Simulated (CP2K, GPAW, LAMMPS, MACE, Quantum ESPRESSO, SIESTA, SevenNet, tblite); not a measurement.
# What went wrong? GPAW on glassy 79SiO2-12Al2O3-4SrO-4ZnO (mol %) (76 atoms)

Program: GPAW 26.7.0, a calculation on a cell of 19 Si, 6 Al, 1 Sr, 1 Zn and 49 O, 13.2 Å³ an atom.

Contents of run.py:

```python
import numpy as np
from ase.io import read
from gpaw import GPAW, FermiDirac

atoms = read("structure.xyz")
atoms.calc = GPAW(
    mode="lcao",
    basis="dzp",
    h=0.18,
    xc="PBE",
    kpts={"size": (1, 1, 1), "gamma": True},
    occupations=FermiDirac(0.05),
    maxiter=6,
    symmetry={"point_group": False},
    txt="gpaw.txt",
)
energy = atoms.get_potential_energy(force_consistent=True)
forces = atoms.get_forces()
print(f"energy {energy:.6f} eV")
print("forces (eV/A)")
for i, (a, f) in enumerate(zip(atoms, forces)):
    print(f"{i:4d} {a.symbol:2s} {f[0]:10.5f} {f[1]:10.5f} {f[2]:10.5f}")
print(f"Fermi level {atoms.calc.get_fermi_level():.4f} eV")
for k in range(len(atoms.calc.get_ibz_k_points())):
    for s in range(atoms.calc.get_number_of_spins()):
        e = atoms.calc.get_eigenvalues(kpt=k, spin=s)
        n = np.searchsorted(e, atoms.calc.get_fermi_level())
        print(f"k {k} spin {s} levels about the Fermi level:", np.round(e[max(n - 6, 0):n], 4).tolist(), "|", np.round(e[n:n + 6], 4).tolist())
```

Contents of structure.xyz:

```xyz
76
Lattice="10.01332 0.00000 0.00000 0.00000 10.01332 0.00000 0.00000 0.00000 10.01332" Properties=species:S:1:pos:R:3 pbc="T T T"
Si 2.98167 7.84634 3.94795
Si 0.48284 8.57340 0.21969
Si 0.70153 5.48169 9.41853
Si 7.96159 9.07397 4.58930
Si 2.61788 7.58719 6.94714
Si 7.25375 1.67553 0.85213
Si 6.41704 3.16020 3.62342
Si 0.04366 6.90989 3.85623
Si 7.76954 8.74904 1.52363
Si 0.14309 2.89695 1.37052
[... 62 atom lines left out ...]
O 2.89205 8.43582 8.22815
O 3.38240 1.64238 2.61918
O 3.67919 3.33053 0.03905
O 3.15009 8.05251 5.56170
```

Run with:

```
$ OMP_NUM_THREADS=1 python run.py > output.txt
```

The program printed:

```text
gpaw.KohnShamConvergenceError
```

gpaw.txt:

```text
Input parameters:
  mode=LCAO(),
  basis={'default': 'dzp'},
  h=0.18,
  kpts=MonkhorstPack(size=(1, 1, 1), gamma=True),
  maxiter=6,
  occupations=Occupations(name='fermi-dirac', width=0.05, fixmagmom=False),
  symmetry=Symmetry(point_group=False),
  xc=XC(name='PBE')
Unit cell  # Å
| periodic |         x |         y |         z |   lengths |    angles |
|----------|-----------|-----------|-----------|-----------|-----------|
|      yes | 10.013320 |  0.000000 |  0.000000 | 10.013320 | 90.000000 |
|      yes |  0.000000 | 10.013320 |  0.000000 | 10.013320 | 90.000000 |
|      yes |  0.000000 |  0.000000 | 10.013320 | 10.013320 | 90.000000 |
Number of symmetries: 1
Symmetry operations  # r_c * U_cc + t_c -> r_c
|   | kind |            matrix            |
|---|------|------------------------------|
| 0 |  E   |  1, 0, 0,  0, 1, 0,  0, 0, 1 |
BZ-sampling:
  Number of BZ points: 1
  Number of IBZ points: 1
  Monkhorst-Pack size: [1, 1, 1]
  Monkhorst-Pack shift: [0, 0, 0]
K-points  # in reciprocal-cell coordinates
|   |                                coordinates |     weight |
[... lines left out ...]
        l=0, rc=11.4688 Bohr: 5s-sz confined orbital
        l=1, rc=5.0781 Bohr: 4p-sz confined orbital
        l=1, rc=14.8281 Bohr: 5p-sz confined orbital
        l=2, rc=11.1875 Bohr: 4d-sz confined orbital
        l=0, rc=2.4375 Bohr: 4s-dz split-valence wave
        l=0, rc=7.1094 Bohr: 5s-dz split-valence wave
        l=1, rc=2.9844 Bohr: 4p-dz split-valence wave
        l=1, rc=9.3594 Bohr: 5p-dz split-valence wave
        l=2, rc=6.6250 Bohr: 4d-dz split-valence wave
        l=1, rc=11.4688 Bohr: p-type Gaussian polarization
      Number of RI-basis functions 0
  Zn:
    name:    Zinc
    Z:       30.0
    valence: 12
    core:    18
    LCAO basis set for Zn:
      Name: dzp
      Number of radial functions: 7
      Number of spherical harmonics: 21
        l=0, rc=8.1562 Bohr: 4s-sz confined orbital
        l=1, rc=12.4062 Bohr: 4p-sz confined orbital
        l=2, rc=4.3594 Bohr: 3d-sz confined orbital
        l=0, rc=4.7188 Bohr: 4s-dz split-valence wave
        l=1, rc=7.4844 Bohr: 4p-dz split-valence wave
        l=2, rc=2.8125 Bohr: 3d-dz split-valence wave
        l=1, rc=8.1562 Bohr: p-type Gaussian polarization
      Number of RI-basis functions 0
  O:
    name:    Oxygen
    Z:       8.0
    valence: 6
    core:    2
    LCAO basis set for O:
      Name: dzp
      Number of radial functions: 5
      Number of spherical harmonics: 13
        l=0, rc=4.3438 Bohr: 2s-sz confined orbital
        l=1, rc=5.3906 Bohr: 2p-sz confined orbital
        l=0, rc=2.2969 Bohr: 2s-dz split-valence wave
        l=1, rc=2.8906 Bohr: 2p-dz split-valence wave
        l=2, rc=5.3906 Bohr: d-type Gaussian polarization
      Number of RI-basis functions 0
Reference energy: -424820.939760  # eV
eigensolver:
density mixing:
  MSR1-Mixer
occupation numbers:
  Fermi-Dirac:
    width: 0.0500  # eV
FastPoissonSolver using
    Stencil: 6*3+1=19 point O(h^6) finite-difference Laplacian
xc functional:
  name: PBE with 2 nearest neighbor stencil
interpolation: tri-quintic # 5. degree polynomial
Initialization done in: 8.432 s
convergence criteria:
- Maximum [total energy] change in last 3 cyles: 0.0005 eV / valence electron
- Maximum integral of absolute [dens]ity change: 0.0001 electrons / valence electron
- Maximum integral of absolute [eigenst]ate change: 4e-08 eV^2 / valence electron
maximum number of iterations: 6
SCF iterations
|iter     |      energy | eigst |  dens |
|---------|-------------|-------|-------|
|iter:   1| -580.029032 |      c|       |
|iter:   2| -567.314726 |      c| -0.77 |
|iter:   3| -529.737260 |      c| -0.82 |
|iter:   4| -530.243085 |      c| -1.46 |
|iter:   5| -530.473207 |      c| -1.76 |
|iter:   6| -530.444494 |      c| -2.48 |
timing:  # [seconds]
  Total: 61.995  # ━━━━━━━━━━━━━━━━━━━━━━━━━━━━━━━━━━━━━━━━━━━━━━━━━━━━━━━━━━
  Init:   8.432  # ━━━━━━━━
  SCF:   53.514  # ━━━━━━━━━━━━━━━━━━━━━━━━━━━━━━━━━━━━━━━━━━━━━━━━━━
```

Wall time 63 s (1 thread of Arm Neoverse V2, shared host); peak memory 1.5 GiB.

Banners, paths, timers and routine set-up lines are dropped from the logs unmarked, and long logs keep their key lines alone; longer cuts are marked.

**Question.** What is wrong with this input?

Too few SCF iterations: iteration limit 6.

The run ended unconverged.

[Also dropped from logs without a mark: logging warnings of Python, and SIESTA's first energy breakdown and zero terms.]

[Logs are printed without paths, hosts, clocks, repeated set-up lines and the standing remarks that a program may print on its own settings, such as how far it seeks lower states.]

[Hosts, paths, dates, database ids (printed as entryN), source tags and the programs' standing remarks are cut or masked in the printed files.]
